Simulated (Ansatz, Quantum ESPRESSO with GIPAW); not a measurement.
# K3SO4F: from the crystal structure to its NMR spectrum, part 2 of 2

The task is to compute the NMR parameters of K3SO4F site by site.

Quantum ESPRESSO with GIPAW; PBEsol.

So far. Step 3 (Shieldings): S and F sit on cubic site symmetry, where the tensor must be isotropic. An axis of order three or more runs through K and O, so two principal values coincide and the skew is ±1. In this run the largest span is that of O (site symmetry 3m), with principal values 19.1, 19.1 and 145.0 ppm. On O the most shielded direction lies along its short bond to S: a field along the bond can't mix the bonding orbital with those across it, so the paramagnetic term is smallest there.

**4. Quadrupolar couplings**

Level of this step: DFT, PBEsol, plane-wave PAW, default files, scalar-relativistic, field gradients (Ansatz).

17O and 39K have a quadrupole moment, which couples to the field gradient and broadens the lines. The gradient is a property of the ground-state density and needs no response; it is taken from a second code that counts the whole PAW charge. C_Q = eQV_zz/h, with Q = -0.02558 barn for 17O, 0.0603 barn for 39K.

This step: DFT, PBEsol, plane-wave PAW, default files (PAW set soft_2), scalar-relativistic, field gradients (Ansatz 0.2.0), on the same atoms.

input.yaml

```yaml
crystal:
  lattice:
    - [5.467096, 0.0, 0.0]
    - [0.0, 5.467096, 0.0]
    - [0.0, 0.0, 5.467096]
  atoms:
    - { symbol: K, position: [0.0, 0.5, 0.0] }
    - { symbol: K, position: [0.0, 0.0, 0.5] }
    - { symbol: K, position: [0.5, 0.0, 0.0] }
    - { symbol: S, position: [0.5, 0.5, 0.5] }
    - { symbol: F, position: [0.0, 0.0, 0.0] }
    - { symbol: O, position: [0.657892, 0.657892, 0.657892] }
    - { symbol: O, position: [0.657892, 0.342108, 0.342108] }
    - { symbol: O, position: [0.342108, 0.657892, 0.342108] }
    - { symbol: O, position: [0.342108, 0.342108, 0.657892] }
kpoints:
  mp_grid: { grid: [3, 3, 3] }
scf:
  occupations: { method: fixed }
hamiltonian:
  xc: pbesol
output:
  forces: false
  stress: false
  efg: { quadrupole_moments_barn: { K: 0.0603, S: -0.0694, O: -0.02558 } }
```

Launch:

```bash
ansatz run input.yaml --threads 4 --pin off --max-ram 8192MiB --backend cpu --events-out ev --progress --plain --runs-dir out
```

What it wrote:

```text
[... set-up, SCF cycles and energies left out ...]
--- PAW observables at the nuclei: V_zz in 10²¹ V/m², potentials from the cell's mean, atoms counted from 1 ---
  atom   1  K  V_zz =    -0.809017   η = 0.0000   by run symmetry: allowed   C_q = -1.1796 MHz
  atom   2  K  V_zz =    -0.809017   η = 0.0000   by run symmetry: allowed   C_q = -1.1796 MHz
  atom   3  K  V_zz =    -0.809017   η = 0.0000   by run symmetry: allowed   C_q = -1.1796 MHz
  atom   4  S  V_zz =    +0.000000   η = 0.0000   by run symmetry: forbidden   C_q = -0.0000 MHz
  atom   5  F  V_zz =    -0.000000   η = 0.0000   by run symmetry: forbidden
  atom   6  O  V_zz =   +13.112146   η = 0.0000   by run symmetry: allowed   C_q = -8.1101 MHz
  atom   7  O  V_zz =   +13.112146   η = 0.0000   by run symmetry: allowed   C_q = -8.1101 MHz
  atom   8  O  V_zz =   +13.112146   η = 0.0000   by run symmetry: allowed   C_q = -8.1101 MHz
  atom   9  O  V_zz =   +13.112146   η = 0.0000   by run symmetry: allowed   C_q = -8.1101 MHz
[the lines on potentials at the nuclei are left out]
```

Wall time 0.98 s (4 threads of Arm Neoverse V2, shared host); peak memory 0.4 GiB; 2.9 s of CPU time.

gipaw.x (job efg) gives them too, in 2.1 s; on PAW files it lacks the augmentation charge of neighbouring atoms. V_zz in 10²¹ V/m²:

| site | Ansatz | gipaw.x | η_Q, first | η_Q, second |
| --- | --- | --- | --- | --- |
| K | -0.809 | -0.661 | 0.00 | 0.00 |
| O | 13.112 | 12.757 | 0.00 | 0.00 |

Among gradients over 0.05 the ratio is farthest from one on K, by 18 %; the first column is used below.

Among nuclei of half-integer spin the second-order effect is largest for 17O on O (spin 5/2, C_Q -8.11 MHz): at 9.4 T it moves the centre of gravity of the MAS line by -134 ppm from δ_iso, and by a quarter of that at twice the field, by δ_Q = −(3/40)(C_Q/ν0)²(1 + η²/3)[I(I+1) − 3/4]/[I²(2I−1)²] × 10⁶ ppm with ν0 = 54.3 MHz.

**5. From shieldings to shifts**

A shielding is counted from the bare nucleus and a shift from a reference compound, with the opposite sign. A fitted line does better than one reference, as its slope takes up part of the functional's error.

Shifts follow from reference lines fitted to measured solids with this functional and these files. 19F: δ = (90.6 − σ) / 1.258, zero at CFCl3, fitted to 14 measured values, from BaF2, BaLiF3, CdF2, InF3, K3YF6, KF, LiF, MgF2 and NaF and others, with a scatter of 7.1 ppm r.m.s. (CaF2, LaF3 and ScF3 fall off this line, as semilocal functionals put their cations' empty d or f shells too low, and are left out), on σ without the shape term. Kinds of site that fitted badly were split off after the misses were seen, so the scatter is that of the points kept.

Covalently bonded atoms count as neighbours within 1.18 times the sum of their radii. Otherwise a cation's neighbours lie within 1.2 times its shortest bond (1.3 for large cations, each anion's radius taken off where they differ), and an anion's are the cations that count it.

| site | atom no. | atoms in cell | surroundings | bonds (Å) | δ_iso (ppm) | C_Q (MHz) | η_Q |
| --- | --- | --- | --- | --- | --- | --- | --- |
| K | 1 | 3 | KF2O4 | 2.73 to 2.78 | - | -1.18 | 0.00 |
| S | 4 | 1 | SO4 | 1.495 | - | 0.00 | 0.00 |
| F | 5 | 1 | bound to K6 | 2.734 | -140.8 | - | - |
| O | 6 | 4 | non-bridging on S; 4 neighbours | 1.50 to 2.78 | - | -8.11 | 0.00 |

Simulated spectrum, 19F MAS at 30 kHz, 7.05 T (282.5 MHz), lines broadened by 2 ppm; rigid lattice, with dipolar and J couplings left out: a single narrow line at -140.8 ppm.

Simulated spectrum: 17O static powder, 7.05 T (40.7 MHz), central transition to second order, lines broadened by 26 ppm; the axis counts ppm from the isotropic position of O, as −Δσ; rigid lattice, with dipolar and J couplings and satellite transitions left out.

offset (ppm), intensity and a bar:
```
      646       0.00 
      595       0.00 
      545       0.01 
      494       0.42 #############
      479       0.71 #####################
      448       0.41 ############
      397       0.27 ########
      347       0.22 #######
      300       0.19 ######
      250       0.17 #####
      200       0.16 #####
      153       0.15 #####
      103       0.15 ####
       52       0.15 ####
        2       0.14 ####
      -45       0.13 ####
      -95       0.17 #####
     -146       0.18 #####
     -192       0.19 ######
     -243       0.19 ######
     -293       0.19 ######
     -340       0.19 ######
     -390       0.20 ######
     -441       0.21 ######
     -491       0.22 #######
     -538       0.23 #######
     -588       0.25 #######
     -639       0.28 ########
     -685       0.32 #########
     -736       0.39 ############
     -786       0.61 ##################
     -813       1.00 ##############################
     -833       0.43 #############
     -883       0.01 
     -934       0.00 
     -980       0.00
```

Most prominent maxima (ppm: height): 479: 0.71, -813: 1.00.

**6. Summary of results**

```json
{
 "19F shift": "-140.8 ppm",
 "17O shielding without shape term": "61.1 ppm",
 "17O size of C_Q": "8.11 MHz",
 "39K shielding without shape term": "1186.9 ppm",
 "39K size of C_Q": "1.18 MHz",
 "33S shielding without shape term": "98.4 ppm"
}
```

What this shows: 19F has one site (bound to K6), with isotropic shift -140.8 ppm. No sound run at another cutoff or mesh is at hand, so convergence rests on the f-sum rule and on experience with these files. In PBE checks against another PAW code, field gradients made this way came out 2 to 6 % larger on O (three silicas and corundum) and 10 % smaller on Al (corundum alone). This build of gipaw.x prints that it is not audited and that its numbers are no references by themselves. It also reports spline_ps as false although the input sets it; why was not traced.

[Banner, clock, file and message-heading lines were taken out of the pw.x and gipaw.x logs.]

[Logs are printed without paths, hosts, clocks, repeated set-up lines and the standing remarks that a program may print on its own settings, such as how far it seeks lower states.]

[Hosts, paths, dates, database ids (printed as entryN), source tags and the programs' standing remarks are cut or masked in the printed files.]

[Where no reference line passes its bar on scatter, no shift is given, so a measured shift of this compound may stand uncompared.]
